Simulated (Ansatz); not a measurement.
# How strongly the parts of Be(10-15) slab with N (117 atoms) bind

How much energy holds the two parts of Be(10-15) slab with N (117 atoms) together, and how does it fall off with distance?

Main program and level: Ansatz 0.2.0; Kohn-Sham DFT, RPBE+D4, PAW (set soft_2), plane waves.

### 1. Set-up

The cell holds 117 atoms: 112 Be and 5 N. Its edges and angles: a = 9.144 Å, b = 10.589 Å, c = 22.371 Å, α = 90.0°, β = 90.0°, γ = 96.2°. It derives from Be (hcp). Hcp Be (a = 2.286 Å, c = 3.584 Å), (10-15) slab of 14 repeat layers, 4 x 1 surface cells, 12 Å of vacuum; 5 N on hollow sites; displaced by a Gaussian of 0.03 Å. Regions: slab, 112 atoms (112 Be); N adsorbates, 5 atoms (5 N). Vacuum lies along c.

### 2. Single point at the start

A single point comes first, to see the forces before anything moves.

The input, input.yaml:

```yaml
crystal:
  lattice:
    - [9.144, 0.0, 0.0]
    - [-1.143, 10.52752, 0.0]
    - [0.0, 0.0, 22.371]
  atoms:
    - { symbol: Be, position: [0.50347, 0.00354, 0.2679] }
    - { symbol: Be, position: [0.6682, 0.35149, 0.29313] }
    - { symbol: Be, position: [0.10292, 0.82373, 0.29506] }
    - { symbol: Be, position: [0.52275, 0.1778, 0.32401] }
    - { symbol: Be, position: [0.94782, 0.64797, 0.32482] }
    - { symbol: Be, position: [0.12225, 0.00223, 0.35208] }
    - { symbol: Be, position: [0.80959, 0.47065, 0.36015] }
    - { symbol: Be, position: [0.98033, 0.82346, 0.38368] }
    - { symbol: Be, position: [0.66275, 0.29144, 0.38755] }
    - { symbol: Be, position: [0.83715, 0.64659, 0.4171] }
    - { symbol: Be, position: [0.51142, 0.11582, 0.41979] }
    - { symbol: Be, position: [0.68569, 0.46425, 0.44495] }
    - { symbol: Be, position: [0.11598, 0.93631, 0.44649] }
    - { symbol: Be, position: [0.53181, 0.29009, 0.47325] }
    - { symbol: Be, position: [0.97331, 0.7644, 0.47791] }
    - { symbol: Be, position: [0.38723, 0.11902, 0.50386] }
    - { symbol: Be, position: [0.82034, 0.58697, 0.50934] }
    - { symbol: Be, position: [0.98873, 0.93824, 0.53738] }
    - { symbol: Be, position: [0.67775, 0.41246, 0.53886] }
    - { symbol: Be, position: [0.8424, 0.76191, 0.56502] }
    - { symbol: Be, position: [0.52778, 0.23218, 0.56934] }
    - { symbol: Be, position: [0.70047, 0.5847, 0.59495] }
    - { symbol: Be, position: [0.38471, 0.05987, 0.59956] }
    - { symbol: Be, position: [0.79777, 0.40759, 0.62347] }
    - { symbol: Be, position: [0.98346, 0.87176, 0.62891] }
    - { symbol: Be, position: [0.65476, 0.22856, 0.65524] }
    - { symbol: Be, position: [0.83767, 0.69973, 0.6591] }
    - { symbol: Be, position: [0.50984, 0.06001, 0.68396] }
    - { symbol: Be, position: [0.74603, 0.99246, 0.26667] }
    - { symbol: Be, position: [0.9202, 0.35097, 0.29199] }
    - { symbol: Be, position: [0.35353, 0.82067, 0.2996] }
    - { symbol: Be, position: [0.7736, 0.17733, 0.32373] }
    - { symbol: Be, position: [0.20391, 0.65072, 0.32979] }
    - { symbol: Be, position: [0.37456, 0.99719, 0.35053] }
    - { symbol: Be, position: [0.05812, 0.47161, 0.35717] }
    - { symbol: Be, position: [0.22664, 0.82129, 0.38259] }
    - { symbol: Be, position: [0.91088, 0.29429, 0.38969] }
    - { symbol: Be, position: [0.07894, 0.64439, 0.41269] }
    - { symbol: Be, position: [0.76886, 0.11949, 0.41933] }
    - { symbol: Be, position: [0.93583, 0.47061, 0.44179] }
    - { symbol: Be, position: [0.36663, 0.93766, 0.4498] }
    - { symbol: Be, position: [0.78535, 0.29591, 0.47221] }
    - { symbol: Be, position: [0.21462, 0.75845, 0.47776] }
    - { symbol: Be, position: [0.64186, 0.11738, 0.50468] }
    - { symbol: Be, position: [0.07021, 0.58351, 0.50849] }
    - { symbol: Be, position: [0.24436, 0.94, 0.53379] }
    - { symbol: Be, position: [0.92835, 0.40793, 0.53977] }
    - { symbol: Be, position: [0.09538, 0.76278, 0.56402] }
    - { symbol: Be, position: [0.77362, 0.23241, 0.57064] }
    - { symbol: Be, position: [0.94856, 0.58555, 0.59533] }
    - { symbol: Be, position: [0.63362, 0.0544, 0.59915] }
    - { symbol: Be, position: [0.05316, 0.40784, 0.62711] }
    - { symbol: Be, position: [0.23239, 0.87572, 0.62903] }
    - { symbol: Be, position: [0.90507, 0.22804, 0.65668] }
    - { symbol: Be, position: [0.089, 0.69828, 0.65974] }
    - { symbol: Be, position: [0.75664, 0.05708, 0.68389] }
    - { symbol: Be, position: [0.99541, 0.9993, 0.26828] }
    - { symbol: Be, position: [0.16623, 0.35039, 0.29249] }
    - { symbol: Be, position: [0.60091, 0.82145, 0.29749] }
    - { symbol: Be, position: [0.02272, 0.17641, 0.3217] }
    - { symbol: Be, position: [0.46289, 0.64864, 0.32988] }
    - { symbol: Be, position: [0.6169, 0.99791, 0.35304] }
    - { symbol: Be, position: [0.30667, 0.46794, 0.35871] }
    - { symbol: Be, position: [0.47376, 0.82266, 0.38204] }
    - { symbol: Be, position: [0.16096, 0.28979, 0.38907] }
    - { symbol: Be, position: [0.32831, 0.64753, 0.41461] }
    - { symbol: Be, position: [0.01353, 0.11869, 0.41827] }
    - { symbol: Be, position: [0.18099, 0.46906, 0.44634] }
    - { symbol: Be, position: [0.61371, 0.94005, 0.45104] }
    - { symbol: Be, position: [0.04064, 0.28835, 0.47109] }
    - { symbol: Be, position: [0.47587, 0.76546, 0.47896] }
    - { symbol: Be, position: [0.89243, 0.11822, 0.50354] }
    - { symbol: Be, position: [0.31863, 0.58603, 0.51047] }
    - { symbol: Be, position: [0.49554, 0.93872, 0.53423] }
    - { symbol: Be, position: [0.17579, 0.41007, 0.53795] }
    - { symbol: Be, position: [0.34991, 0.76331, 0.56702] }
    - { symbol: Be, position: [0.02487, 0.22853, 0.5675] }
    - { symbol: Be, position: [0.19859, 0.58171, 0.5923] }
    [... 33 atom lines left out ...]
    - { symbol: Be, position: [0.25784, 0.04839, 0.68508] }
    - { symbol: "N", position: [0.3904, 0.11366, 0.73208] }
    - { symbol: "N", position: [0.03658, 0.28864, 0.70128] }
    - { symbol: "N", position: [0.65023, 0.50937, 0.67334] }
    - { symbol: "N", position: [0.22575, 0.82166, 0.68012] }
    - { symbol: "N", position: [0.86816, 0.93554, 0.68772] }
kpoints:
  mp_grid: { grid: [2, 2, 1] }
hamiltonian:
  xc: rpbe
  dispersion: d4
scf:
  occupations: { method: fermi_dirac, width: 0.1 }
output:
  forces: true
```

Run with:

```bash
$ ansatz run input.yaml --threads 4 --pin off --max-ram 8192MiB --backend cpu --events-out ev --progress --plain --runs-dir out
```

Numbers of over 12 decimals in the logs are rounded to 6 here.

Log:

```text
[...]
Pseudopotentials: kind: paw
Pseudopotential: Be, paw, valence charge 2, recommended cutoff 420 eV (normal), Be.paw.azcp
Pseudopotential: N, paw, valence charge 5, recommended cutoff 420 eV (normal), N.paw.azcp
[... 5 lines on functional and potentials left out ...]
Crystal: 117 atoms, lattice volume = 2153.514 Å³
Basis set: ecut = 420 eV, 42089 PW (Γ), exchange–correlation on 128×144×300 points (8 copies of the dense FFT grid, shifted against one another)
Bands: 242, of which v1, the nominal top of the filled ones, is band 125 counted from 1 (124 counted from 0)
Symmetry: 1 space group operations
Space group: P1 (ITA 1), of the structure as read, at distance tolerance 1.3e-4 Å
k-points: 4
[... 7 lines on functional and potentials left out ...]
Initial density: superposition of atomic densities (neutral atoms: chi_scale 0, normalization atom), corrected by the library's trained network
Initial wavefunctions: pseudopotential atomic-orbital guess
[...]
SCF iter   1: F=—  HF=-12416.739209 eV  |F-HF|=—  |Δ(HF+E_count)|=         —  Δρ=5.74e-3  dr2=1.22e1  ethr=1.77e-3  ⟨swp⟩=10.2  Hψ=7626  notcnv=0  defer=287
preconditioner: auto → LDOS  [metal: Δε(μ)=0.038 eV  Ē_g=8.665 eV  σ=0.100 eV  W_gap=0.09  n_scr=246 (ndim 8)  ℏωp=12.6 eV  f_vac=0.448  D(μ)=22.48/eV (n_scr^D=88)  β→1.0]
[...]
SCF iter   8: F=—  HF=-12416.278666 eV  |F-HF|=—  |Δ(HF+E_count)|=   8.61e-7  Δρ=1.70e-6  dr2=1.16e-7  ethr=4.19e-10  ⟨swp⟩=2.0  Hψ=1072  notcnv=0  defer=297
SCF iter   9: F=-12416.278667 eV  HF=-12416.278666 eV  |F-HF|=3.58e-8  |Δ(HF+E_count)|=   4.15e-7  Δρ=5.92e-7  dr2=1.96e-8  ethr=4.02e-11  ⟨swp⟩=4.0  Hψ=2511  notcnv=0
SCF 1 converged in 9 iterations: F = -12416.278667 eV  dr2 = 1.96e-8
[...]
SCF converged after 9 iterations
Free energy (F): -12416.278667 eV
Harris-Foulkes:  -12416.278666 eV  (|F-HF|=3.58e-8)
Internal energy: -12415.474170 eV  (E = F + TS)
E sigma→0 (E₀):  -12415.876418 eV
Entropy (-TS):   -0.804496 eV (-6.876 meV/atom)
Fermi energy:    0.590279 eV
--- Per-component energies (eV) ---
[...]
Σ components = -12416.278667   (vs F -12416.278667, Δ=0.00e0)
--- Forces (eV/Å), atoms counted from 1 ---
  atom   1  Be    -0.02896413    -0.81162322     0.47893604
  atom   2  Be     0.02114456    -0.08351369     0.52969611
  atom   3  Be     0.01220351    -0.17708925    -0.07735115
  atom   4  Be     0.00498805     0.10376407    -0.30642672
[...]
atom 117  N      0.14388480     0.96785222    -1.47689517
  max |Σ_I F_I| component: 2.79e-5 eV/Å
```

Run time: 81 s. Hardware: 4 threads of Arm Neoverse V1, shared host; peak memory 4.3 GiB; 5.3 min of CPU time.

The program notes that it cut back its work space to fit the memory limit.

The r.m.s. force at the start is 1.1 eV/Å.

### 3. Relaxation

The atoms are relaxed in the fixed cell, aiming at the force tolerance of the input.

The input, input.yaml:

```yaml
crystal:
  lattice:
    - [9.144, 0.0, 0.0]
    - [-1.143, 10.52752, 0.0]
    - [0.0, 0.0, 22.371]
  atoms:
    [... the 117 atom lines of step 2 ...]
kpoints:
  mp_grid: { grid: [2, 2, 1] }
hamiltonian:
  xc: rpbe
  dispersion: d4
scf:
  occupations: { method: fermi_dirac, width: 0.1 }
output:
  forces: true
relax:
  f_tol: 0.05
  max_steps: 120
```

Log:

```text
[...]
Crystal: 117 atoms, lattice volume = 2153.514 Å³
Basis set: ecut = 420 eV, 42089 PW (Γ), exchange–correlation on 128×144×300 points (8 copies of the dense FFT grid, shifted against one another)
Bands: 242, of which v1, the nominal top of the filled ones, is band 125 counted from 1 (124 counted from 0)
Symmetry: 1 space group operations
[...]
k-points: 4
[...]
SCF iter   1: F=—  HF=-12416.739210 eV  |F-HF|=—  |Δ(HF+E_count)|=         —  Δρ=5.74e-3  dr2=1.22e1  ethr=1.77e-3  ⟨swp⟩=10.2  Hψ=7626  notcnv=0  defer=287
[...]
SCF iter   5: F=—  HF=-12416.278589 eV  |F-HF|=—  |Δ(HF+E_count)|=   1.72e-4  Δρ=4.71e-5  dr2=1.20e-4  ethr=4.63e-7  ⟨swp⟩=2.0  Hψ=1111  notcnv=0  defer=297
SCF iter   6: F=-12416.278661 eV  HF=-12416.278654 eV  |F-HF|=7.80e-6  |Δ(HF+E_count)|=   6.44e-5  Δρ=1.37e-5  dr2=9.18e-6  ethr=2.51e-8  ⟨swp⟩=3.0  Hψ=3112  notcnv=0
SCF 1 converged in 6 iterations: F = -12416.278661 eV  dr2 = 9.18e-6
[...]
relax step   1: F+E_penalty+E_count = -12416.27866140 eV  Δ(F+E_penalty+E_count) = +0.000e0 eV  max|allowed force component| = 1.090e1 eV/Å  Δτ_max = 0.0000 Å  (6 SCF iters, dr2 threshold 6.25e-5 eV, accepted)
[...]
relax step   2: F+E_penalty+E_count = -12420.84647148 eV  Δ(F+E_penalty+E_count) = -4.568e0 eV  max|allowed force component| = 4.202e0 eV/Å  Δτ_max = 0.1948 Å  (6 SCF iters, dr2 threshold 1.00e-4 eV, accepted)
[...]
relax step   3: F+E_penalty+E_count = -12423.57115264 eV  Δ(F+E_penalty+E_count) = -2.725e0 eV  max|allowed force component| = 1.638e0 eV/Å  Δτ_max = 0.1967 Å  (6 SCF iters, dr2 threshold 1.00e-4 eV, accepted)
relax step   4: F+E_penalty+E_count = -12425.40287202 eV  Δ(F+E_penalty+E_count) = -1.832e0 eV  max|allowed force component| = 1.299e0 eV/Å  Δτ_max = 0.2000 Å  (7 SCF iters, dr2 threshold 1.00e-4 eV, accepted)
relax step   5: F+E_penalty+E_count = -12426.86763461 eV  Δ(F+E_penalty+E_count) = -1.465e0 eV  max|allowed force component| = 1.838e0 eV/Å  Δτ_max = 0.1998 Å  (7 SCF iters, dr2 threshold 1.00e-4 eV, accepted)
[...]
relax step   6: F+E_penalty+E_count = -12427.99509129 eV  Δ(F+E_penalty+E_count) = -1.127e0 eV  max|allowed force component| = 1.590e0 eV/Å  Δτ_max = 0.1949 Å  (7 SCF iters, dr2 threshold 1.00e-4 eV, accepted)
relax step   7: F+E_penalty+E_count = -12428.59666736 eV  Δ(F+E_penalty+E_count) = -6.016e-1 eV  max|allowed force component| = 1.528e0 eV/Å  Δτ_max = 0.1916 Å  (6 SCF iters, dr2 threshold 1.00e-4 eV, accepted)
[...]
relax step   8: F+E_penalty+E_count = -12428.86775763 eV  Δ(F+E_penalty+E_count) = -2.711e-1 eV  max|allowed force component| = 4.923e-1 eV/Å  Δτ_max = 0.2000 Å  (6 SCF iters, dr2 threshold 1.00e-4 eV, accepted)
relax step   9: F+E_penalty+E_count = -12428.97665615 eV  Δ(F+E_penalty+E_count) = -1.089e-1 eV  max|allowed force component| = 4.201e-1 eV/Å  Δτ_max = 0.1268 Å  (5 SCF iters, dr2 threshold 2.52e-5 eV, accepted)
relax step  10: F+E_penalty+E_count = -12429.03727776 eV  Δ(F+E_penalty+E_count) = -6.062e-2 eV  max|allowed force component| = 1.753e-1 eV/Å  Δτ_max = 0.0446 Å  (5 SCF iters, dr2 threshold 1.83e-5 eV, accepted)
relax step  11: F+E_penalty+E_count = -12428.94584001 eV  Δ(F+E_penalty+E_count) = +9.144e-2 eV  max|allowed force component| = 3.191e-1 eV/Å  Δτ_max = 0.2000 Å  (6 SCF iters, dr2 threshold 5.35e-6 eV, rejected (line search))
relax step  12: F+E_penalty+E_count = -12429.06724752 eV  Δ(F+E_penalty+E_count) = -2.997e-2 eV  max|allowed force component| = 9.192e-2 eV/Å  Δτ_max = 0.0836 Å  (8 SCF iters, accepted)
relax step  13: F+E_penalty+E_count = -12429.07065448 eV  Δ(F+E_penalty+E_count) = -3.407e-3 eV  max|allowed force component| = 7.847e-2 eV/Å  Δτ_max = 0.0397 Å  (6 SCF iters, accepted)
[...]
relax step  14: F+E_penalty+E_count = -12429.07052637 eV  Δ(F+E_penalty+E_count) = +1.281e-4 eV  max|allowed force component| = 4.861e-2 eV/Å  Δτ_max = 0.0183 Å  (6 SCF iters, accepted)
dispersion: the relaxed geometry stands within reach of a switch of an atom's C6, across which e_disp changes (each atom's share, over what another start of this relaxation can change, counted as every distance, on this fixed cell: site 23 (Be), [...]
SCF converged after 6 iterations
Free energy (F): -12429.070526 eV
[...]
Internal energy: -12428.521699 eV  (E = F + TS)
E sigma→0 (E₀):  -12428.796113 eV
Entropy (-TS):   -0.548827 eV (-4.691 meV/atom)
Fermi energy:    1.044652 eV
[...]
Σ components = -12429.070526   (vs F -12429.070526, Δ=0.00e0)
--- Forces (eV/Å), atoms counted from 1 ---
  atom   1  Be     0.00146252     0.00874180     0.00448795
  atom   2  Be     0.00080413     0.00134775     0.00520692
  atom   3  Be     0.00089207     0.00550885    -0.00183801
  atom   4  Be     0.00061524    -0.01188255    -0.01034538
[...]
atom 117  N      0.02017807    -0.03077211    -0.02128706
  max |Σ_I F_I| component: 1.86e-4 eV/Å
--- Relaxed structure (14 steps of the walk, 13 accepted, 0 SCFs on fresh bases) ---
  F+E_penalty+E_count = -12429.07052637 eV   max|allowed force component| = 4.861e-2 eV/Å
  atoms:
    - { symbol: Be, position: [0.494454, -0.048491, 0.281684] }
    - { symbol: Be, position: [0.670255, 0.344362, 0.299547] }
    - { symbol: Be, position: [0.098721, 0.782354, 0.287724] }
    - { symbol: Be, position: [0.523078, 0.171772, 0.320232] }
[...]
- { symbol: N, position: [0.871556, 0.995077, 0.675417] }
```

Elapsed: 9.5 min, on 4 threads; peak memory 4.3 GiB; 37 min of CPU time.

The program notes that the dispersion model switches parameters near this geometry. Further notices: relaxed geometry near dispersion switch.

The relaxation converged after 14 steps, 12.8 eV below its start, with a largest force component of 0.049 eV/Å.

[end of part 1 of 3]

[Logs are printed without paths, hosts, clocks, repeated set-up lines and the standing remarks that a program may print on its own settings, such as how far it seeks lower states.]

[Hosts, paths, dates, database ids (printed as entryN), source tags and the programs' standing remarks are cut or masked in the printed files.]
